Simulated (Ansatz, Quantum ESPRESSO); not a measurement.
# KTaTe3 (Pm-3m): zone-centre phonons, part 2 of 3

Wanted: the vibrations of KTaTe3 (Pm-3m) at Γ, by two programs.

Quantum ESPRESSO 8.0 development, patched; DFT LDA, scalar-relativistic, plane waves, PseudoDojo norm-conserving pseudopotentials.

So far. Step 2 (A probe with smearing): No gap opens on this mesh, so smearing is kept; the start stands at -3.8 GPa. Step 4 (Self-consistent run for the response): The cell stands at 0.004 GPa, close enough for phonons. The relaxed cell has a = 5.399 Å (conventional setting).

The structure was built from a prototype and need not be the compound's stable phase.

**5. Zone-centre response**

At q = 0 one unit cell holds all displacements; symmetry groups them into irreducible representations that are solved one by one. With smeared occupations no response to a homogeneous field can be asked.

The input, ph.in:

```
phonons
 &inputph
    prefix='x',
    outdir='./tmp',
    fildyn='g.dyn',
    tr2_ph=1.0d-18,
    alpha_mix(1)=0.4,
    nmix_ph=8,
 /
0.000000000000 0.000000000000 0.000000000000
```

The run is started by

```
OMP_NUM_THREADS=1 mpirun -n 4 ph.x -nk 4 -in ph.in > ph.out
```

Output:

```text
[banners, grids, parts of the stress and lines that vanish by symmetry left out]
[banner, memory and clock lines left out]
Program PHONON v.8.0dev

     Dynamical matrices for q-points given in input
     (   1q-points):
       N         xq(1)         xq(2)         xq(3)
       1   0.000000000   0.000000000   0.000000000

     ./tmp/x.save/

     IMPORTANT: XC functional enforced from input :
     Exchange-correlation= PW
                           (   1   4   0   0   0   0   0)
     Any further DFT definition will be discarded
     Please, verify this is what you really want

     G-vector sticks info

     Reading collected, re-writing distributed wavefunctions in ./tmp/

     Number and degeneracy of irreps per q-point
       N         xq(1)         xq(2)         xq(3)   N irreps
       1   0.000000000   0.000000000   0.000000000       5
        3   3   3   3   3

     Calculation of q =    0.0000000   0.0000000   0.0000000

     phonons

     bravais-lattice index     =            1
     lattice parameter (alat)  =      10.2035  a.u.
     unit-cell volume          =    1062.3144 (a.u.)^3
     number of atoms/cell      =            5
     number of atomic types    =            3
     kinetic-energy cut-off    =      82.0000  Ry
     charge density cut-off    =     328.0000  Ry
     convergence threshold     =      1.0E-18
     beta                      =       0.4000
     number of iterations used =            8
     Exchange-correlation= PW
                           (   1   4   0   0   0   0   0)

     celldm(1)=   10.20354  celldm(2)=    0.00000  celldm(3)=    0.00000
     celldm(4)=    0.00000  celldm(5)=    0.00000  celldm(6)=    0.00000

     crystal axes: (cart. coord. in units of alat)
               a(1) = (  1.0000  0.0000  0.0000 )
               a(2) = (  0.0000  1.0000  0.0000 )
               a(3) = (  0.0000  0.0000  1.0000 )

     reciprocal axes: (cart. coord. in units 2 pi/alat)
               b(1) = (  1.0000  0.0000  0.0000 )
               b(2) = (  0.0000  1.0000  0.0000 )
               b(3) = (  0.0000  0.0000  1.0000 )

     Atoms inside the unit cell:

     Cartesian axes

     site n.  atom      mass           positions (alat units)
        1  K      39.0983   tau(    1) = (    0.00000    0.00000    0.00000  )
        2  Ta    180.9479   tau(    2) = (    0.50000    0.50000    0.50000  )
        3  Te    127.6000   tau(    3) = (    0.50000    0.50000    0.00000  )
        4  Te    127.6000   tau(    4) = (    0.50000    0.00000    0.50000  )
        5  Te    127.6000   tau(    5) = (    0.00000    0.50000    0.50000  )

     Computing dynamical matrix for
                    q = (   0.0000000   0.0000000   0.0000000 )

     49 Sym.Ops. (with q -> -q+G )

     G cutoff =  865.0001  ( 106431 G-vectors)     FFT grid: ( 60, 60, 60)

     number of k points=    20  Marzari-Vanderbilt smearing, width (Ry)=  0.0200
                       cart. coord. in units 2pi/alat
        k(    1) = (   0.0000000   0.0000000   0.0000000), wk =   0.0092593
        k(    2) = (   0.0000000   0.0000000   0.1666667), wk =   0.0555556
        k(    3) = (   0.0000000   0.0000000   0.3333333), wk =   0.0555556
        [... further k-points left out ...]

     PseudoPot. # 1 for K  read from file:
     ./pseudo/K.upf
     Pseudo is Norm-conserving + core correction, Zval =  9.0
     Using radial grid of 2170 points,  6 beta functions with:
                l(1) =   0
                l(2) =   0
                l(3) =   1
                l(4) =   1
                l(5) =   2
                l(6) =   2

     PseudoPot. # 2 for Ta read from file:
     ./pseudo/Ta.upf
     Pseudo is Norm-conserving + core correction, Zval = 13.0
     Using radial grid of 1432 points,  8 beta functions with:
                l(1) =   0
                l(2) =   0
                l(3) =   1
                l(4) =   1
                l(5) =   2
                l(6) =   2
                l(7) =   3
                l(8) =   3

     PseudoPot. # 3 for Te read from file:
     ./pseudo/Te.upf
     Pseudo is Norm-conserving + core correction, Zval = 16.0
     Using radial grid of 1278 points,  6 beta functions with:
                l(1) =   0
                l(2) =   0
                l(3) =   1
                l(4) =   1
                l(5) =   2
                l(6) =   2

     Mode symmetry, O_h (m-3m)  point group:

     Atomic displacements:
     There are    5 irreducible representations

     Representation     1      3 modes -  To be done

     Representation     2      3 modes -  To be done

     Representation     3      3 modes -  To be done

     Representation     4      3 modes -  To be done

     Representation     5      3 modes -  To be done

     Alpha used in Ewald sum =   2.8000

     Representation #   1 modes #   1   2   3

     Self-consistent Calculation

     The passes end when |ddv_scf|^2 is under  2.6E-20 (on this mesh; tr2_ph alone asks  1.0E-18)
      iter #   1   av.it.:   8.6
      thresh= 1.000E-02 alpha_mix =  0.400 |ddv_scf|^2 =  8.632E-07
      iter #   2   av.it.:  15.6
      thresh= 9.291E-05 alpha_mix =  0.400 |ddv_scf|^2 =  5.228E-08
      iter #   3   av.it.:  15.6
      thresh= 2.287E-05 alpha_mix =  0.400 |ddv_scf|^2 =  1.039E-09
      iter #   4   av.it.:  16.0
      thresh= 3.223E-06 alpha_mix =  0.400 |ddv_scf|^2 =  9.183E-11
      iter #   5   av.it.:  16.2
      thresh= 9.583E-07 alpha_mix =  0.400 |ddv_scf|^2 =  7.636E-12
      iter #   6   av.it.:  16.1
      thresh= 2.763E-07 alpha_mix =  0.400 |ddv_scf|^2 =  8.444E-14
      iter #   7   av.it.:  16.4
      thresh= 2.906E-08 alpha_mix =  0.400 |ddv_scf|^2 =  8.419E-15
      iter #   8   av.it.:  16.6
      thresh= 9.175E-09 alpha_mix =  0.400 |ddv_scf|^2 =  1.910E-16
      iter #   9   av.it.:  16.0
      thresh= 1.382E-09 alpha_mix =  0.400 |ddv_scf|^2 =  3.074E-17
      iter #  10   av.it.:  16.6
      thresh= 5.544E-10 alpha_mix =  0.400 |ddv_scf|^2 =  8.125E-19
      iter #  11   av.it.:  16.5
      thresh= 9.014E-11 alpha_mix =  0.400 |ddv_scf|^2 =  1.207E-20

     End of self-consistent calculation

     Convergence has been achieved

     Representation #   2 modes #   4   5   6

     Self-consistent Calculation

     The passes end when |ddv_scf|^2 is under  2.6E-20 (on this mesh; tr2_ph alone asks  1.0E-18)
      iter #   1   av.it.:   7.4
      thresh= 1.000E-02 alpha_mix =  0.400 |ddv_scf|^2 =  6.359E-07
      iter #   2   av.it.:  14.6
      thresh= 7.974E-05 alpha_mix =  0.400 |ddv_scf|^2 =  4.162E-08
      iter #   3   av.it.:  14.7
      thresh= 2.040E-05 alpha_mix =  0.400 |ddv_scf|^2 =  7.436E-10
[...]
End of self-consistent calculation

     Convergence has been achieved

     Representation #   3 modes #   7   8   9

     Self-consistent Calculation

     The passes end when |ddv_scf|^2 is under  2.6E-20 (on this mesh; tr2_ph alone asks  1.0E-18)
[...]
End of self-consistent calculation

     Convergence has been achieved

     Representation #   4 modes #  10  11  12

     Self-consistent Calculation

     The passes end when |ddv_scf|^2 is under  2.6E-20 (on this mesh; tr2_ph alone asks  1.0E-18)
[...]
End of self-consistent calculation

     Convergence has been achieved

     Representation #   5 modes #  13  14  15

     Self-consistent Calculation

     The passes end when |ddv_scf|^2 is under  2.6E-20 (on this mesh; tr2_ph alone asks  1.0E-18)
[...]
iter #   4   av.it.:  15.8
      thresh= 1.603E-06 alpha_mix =  0.400 |ddv_scf|^2 =  7.409E-13
      iter #   5   av.it.:  15.2
      thresh= 8.607E-08 alpha_mix =  0.400 |ddv_scf|^2 =  1.402E-13
      iter #   6   av.it.:  15.7
      thresh= 3.744E-08 alpha_mix =  0.400 |ddv_scf|^2 =  1.342E-15
      iter #   7   av.it.:  16.0
      thresh= 3.663E-09 alpha_mix =  0.400 |ddv_scf|^2 =  1.782E-17
      iter #   8   av.it.:  15.7
      thresh= 4.221E-10 alpha_mix =  0.400 |ddv_scf|^2 =  2.263E-18
      iter #   9   av.it.:  16.2
      thresh= 1.504E-10 alpha_mix =  0.400 |ddv_scf|^2 =  7.243E-20
      iter #  10   av.it.:  16.5
      thresh= 2.691E-11 alpha_mix =  0.400 |ddv_scf|^2 =  3.225E-22

     End of self-consistent calculation

     Convergence has been achieved

     Number of q in the star =    1
     List of q in the star:
          1   0.000000000   0.000000000   0.000000000

     Diagonalizing the dynamical matrix

     q = (    0.000000000   0.000000000   0.000000000 )

 **************************************************************************
     freq (    1) =      -0.253551 [THz] =      -8.457540 [cm-1]
     freq (    2) =      -0.253551 [THz] =      -8.457540 [cm-1]
     freq (    3) =      -0.253551 [THz] =      -8.457540 [cm-1]
     freq (    4) =      -0.020669 [THz] =      -0.689447 [cm-1]
     freq (    5) =      -0.020669 [THz] =      -0.689447 [cm-1]
     freq (    6) =      -0.020669 [THz] =      -0.689447 [cm-1]
     freq (    7) =       0.842459 [THz] =      28.101392 [cm-1]
     freq (    8) =       0.842459 [THz] =      28.101392 [cm-1]
     freq (    9) =       0.842459 [THz] =      28.101392 [cm-1]
     freq (   10) =       1.706794 [THz] =      56.932509 [cm-1]
     freq (   11) =       1.706794 [THz] =      56.932509 [cm-1]
     freq (   12) =       1.706794 [THz] =      56.932509 [cm-1]
     freq (   13) =       5.590626 [THz] =     186.483205 [cm-1]
     freq (   14) =       5.590626 [THz] =     186.483205 [cm-1]
     freq (   15) =       5.590626 [THz] =     186.483205 [cm-1]
 **************************************************************************

     Mode symmetry, O_h (m-3m)  point group:

     freq (   1-   3) =         -8.5  [cm-1]   --> T_1u G_15  G_4- I
     freq (   4-   6) =         -0.7  [cm-1]   --> T_1u G_15  G_4- I
     freq (   7-   9) =         28.1  [cm-1]   --> T_2u G_25  G_5-
     freq (  10-  12) =         56.9  [cm-1]   --> T_1u G_15  G_4- I
     freq (  13-  15) =        186.5  [cm-1]   --> T_1u G_15  G_4- I
```

It took 50 min on 4 MPI ranks of Arm Neoverse V1, shared host.

This step gave:

```yaml
largest_acoustic_frequency_at_the_zone_centre_before_the_sum_rule: -0.69 cm⁻¹
highest_optical_zone_centre_mode_no_lo_to_term: 186.5 cm⁻¹
lowest_optical_zone_centre_mode: -8.46 cm⁻¹
```

The acoustic modes at Γ come out as far as 0.7 cm⁻¹ from zero, where they should vanish, a small numerical error.

**6. Modes with the sum rule**

A rigid shift of the crystal must cost nothing, but grids and finite bases break this; the acoustic sum rule is imposed before the matrix is diagonalised again.

The input, dynmat.in:

```
 &input
    fildyn='g.dyn',
    asr='simple',
    fileig='dynmat.eig',
 /
```

The run is started by

```
dynmat.x -in dynmat.in > dynmat.out
```

Output:

```text
[banner, memory and clock lines left out]
Program DYNMAT v.8.0dev

     Reading Dynamical Matrix from file g.dyn
     ...Force constants read
     ...epsilon and Z* not read (not found on file)
     A direction for q was not specified:TO-LO splitting will be absent

     Polarizability (A^3 units)
     multiply by 1.000000 for Clausius-Mossotti correction (not under assume_isolated = 'mt')
         0.000000    0.000000    0.000000
         0.000000    0.000000    0.000000
         0.000000    0.000000    0.000000

     IR activities are in (D/A)^2/amu units

# mode   [cm-1]    [THz]      IR
    1     -8.43   -0.2527    0.0000
    2     -8.43   -0.2527    0.0000
    3     -8.43   -0.2527    0.0000
    4     -0.00   -0.0000    0.0000
    5      0.00    0.0000    0.0000
    6      0.00    0.0000    0.0000
    7     28.10    0.8426    0.0000
    8     28.10    0.8426    0.0000
    9     28.10    0.8426    0.0000
   10     56.95    1.7072    0.0000
   11     56.95    1.7072    0.0000
   12     56.95    1.7072    0.0000
   13    186.49    5.5907    0.0000
   14    186.49    5.5907    0.0000
   15    186.49    5.5907    0.0000

[end of the log left out, with the tail of the file of modes that dynmat.x writes under the same name]
```

Wall time 0.47 s (1 thread).

Read from the output:

```yaml
lowest_optical_zone_centre_mode: -8.43 cm⁻¹
```

Unit eigenvectors of the mass-weighted matrix after the sum rule; no LO-TO term. The modes at Γ (shares of kinetic energy by element, %) (negative means imaginary):

```
mode  frequency (cm⁻¹)  K %  Ta %  Te %
   1              -8.4   14    48    38
   2              -8.4   14    48    38
   3              -8.4   14    48    38
   4               0.0    6    30    63
   5               0.0    6    30    64
   6               0.0    6    30    64
   7              28.1    0     0   100
   8              28.1    0     0   100
   9              28.1    0     0   100
  10              57.0   79     2    19
  11              57.0   79     2    19
  12              57.0   79     2    19
  13             186.5    0    20    80
  14             186.5    0    20    80
  15             186.5    0    20    80
```

Displacements in mode 9 (28.1 cm⁻¹), the largest set to 1:
```
K1   0.00  0.00  0.00
Ta2  0.00  0.00  0.00
Te3 -0.01  0.11  0.00
Te4  0.01  0.00  1.00
Te5  0.00 -0.11 -1.00
```

Displacements in mode 13 (186.5 cm⁻¹), the largest set to 1:
```
K1   0.00  0.02  0.00
Ta2  0.02 -0.43  0.00
Te3  0.01 -0.20  0.00
Te4  0.01  1.00  0.00
Te5 -0.05 -0.20  0.00
```

The rule moves no optical mode by more than 0.1 cm⁻¹.

**7. Sum rules set otherwise (asr no)**

Without the rule the raw error of the acoustic modes shows.

The input, dynmat.in:

```
 &input
    fildyn='g.dyn',
    asr='no',
    fileig='dynmat.eig',
 /
```

The run is started by

```
dynmat.x -in dynmat.in > dynmat.out
```

Output:

```text
[banner, memory and clock lines left out]
Program DYNMAT v.8.0dev

     Reading Dynamical Matrix from file g.dyn
     ...Force constants read
     ...epsilon and Z* not read (not found on file)
     A direction for q was not specified:TO-LO splitting will be absent

     Polarizability (A^3 units)
     multiply by 1.000000 for Clausius-Mossotti correction (not under assume_isolated = 'mt')
         0.000000    0.000000    0.000000
         0.000000    0.000000    0.000000
         0.000000    0.000000    0.000000

     IR activities are in (D/A)^2/amu units

# mode   [cm-1]    [THz]      IR
    1     -8.46   -0.2536    0.0000
    2     -8.46   -0.2536    0.0000
    3     -8.46   -0.2536    0.0000
    4     -0.69   -0.0207    0.0000
    5     -0.69   -0.0207    0.0000
    6     -0.69   -0.0207    0.0000
    7     28.10    0.8425    0.0000
    8     28.10    0.8425    0.0000
    9     28.10    0.8425    0.0000
   10     56.93    1.7068    0.0000
   11     56.93    1.7068    0.0000
   12     56.93    1.7068    0.0000
   13    186.48    5.5906    0.0000
   14    186.48    5.5906    0.0000
   15    186.48    5.5906    0.0000

[end of the log left out, with the tail of the file of modes that dynmat.x writes under the same name]
```

It took 0.45 s on 1 thread.

Numbers from this step:

```
lowest optical zone-centre mode : -8.46 cm⁻¹
```

Zone-centre frequencies as printed; negative means imaginary. Modes:

| mode | frequency (cm⁻¹) |
| --- | --- |
| 1 | -8.46 |
| 2 | -8.46 |
| 3 | -8.46 |
| 4 | -0.69 |
| 5 | -0.69 |
| 6 | -0.69 |
| 7 | 28.1 |
| 8 | 28.1 |
| 9 | 28.1 |
| 10 | 56.93 |
| 11 | 56.93 |
| 12 | 56.93 |
| 13 | 186.5 |
| 14 | 186.5 |
| 15 | 186.5 |

Against the first rule no mode moves by more than 0.7 cm⁻¹.

**8. Sum rules set otherwise: a sum rule for molecules or wires on a crystal**

This rule also removes rotations, which suits molecules and not a crystal; it is tried to see the harm.

The input, dynmat.in:

```
 &input
    fildyn='g.dyn',
    asr='zero-dim',
    fileig='dynmat.eig',
 /
```

The run is started by

```
dynmat.x -in dynmat.in > dynmat.out
```

Output:

```text
[banner, memory and clock lines left out]
Program DYNMAT v.8.0dev

     Reading Dynamical Matrix from file g.dyn
     ...Force constants read
     ...epsilon and Z* not read (not found on file)
     Warning: this looks like a crystal, not a molecule in a box: use asr = 'crystal'
     Acoustic Sum Rule: || Z*(ASR) - Z*(orig)|| =    0.000000E+00
     Acoustic Sum Rule: ||dyn(ASR) - dyn(orig)||=    1.225230E-01
     A direction for q was not specified:TO-LO splitting will be absent

     Polarizability (A^3 units)
     multiply by 1.000000 for Clausius-Mossotti correction (not under assume_isolated = 'mt')
         0.000000    0.000000    0.000000
         0.000000    0.000000    0.000000
         0.000000    0.000000    0.000000

     IR activities are in (D/A)^2/amu units

# mode   [cm-1]    [THz]      IR
    1     -8.46   -0.2535    0.0000
    2     -0.00   -0.0000    0.0000
    3     -0.00   -0.0000    0.0000
    4     -0.00   -0.0000    0.0000
    5      0.00    0.0000    0.0000
    6      0.00    0.0000    0.0000
    7      0.00    0.0000    0.0000
    8     23.68    0.7100    0.0000
    9     23.68    0.7100    0.0000
   10     48.24    1.4462    0.0000
   11     48.24    1.4462    0.0000
   12     56.93    1.7069    0.0000
   13    184.40    5.5283    0.0000
   14    184.40    5.5283    0.0000
   15    186.48    5.5906    0.0000

[end of the log left out, with the tail of the file of modes that dynmat.x writes under the same name]
```

Run time: 0.45 s. Hardware: 1 thread.

The program raised no error, yet the settings are not those of a careful run.

The fault: a sum rule for molecules or wires on a crystal; 3 optical modes are projected out to zero frequency, as if they were rotations.

For a crystal the rule has to be 'simple' or 'crystal'.

Zone-centre frequencies as printed; negative means imaginary. Modes:

| mode | frequency (cm⁻¹) |
| --- | --- |
| 1 | -8.46 |
| 2 | 0 |
| 3 | 0 |
| 4 | 0 |
| 5 | 0 |
| 6 | 0 |
| 7 | 0 |
| 8 | 23.68 |
| 9 | 23.68 |
| 10 | 48.24 |
| 11 | 48.24 |
| 12 | 56.93 |
| 13 | 184.4 |
| 14 | 184.4 |
| 15 | 186.5 |

(Part 2 of 3 ends here.)

[Host names and launcher messages were left out of these logs when they were recorded.]

[Logs are printed without paths, hosts, clocks, repeated set-up lines and the standing remarks that a program may print on its own settings, such as how far it seeks lower states.]

[Hosts, paths, dates, database ids (printed as entryN), source tags and the programs' standing remarks are cut or masked in the printed files.]
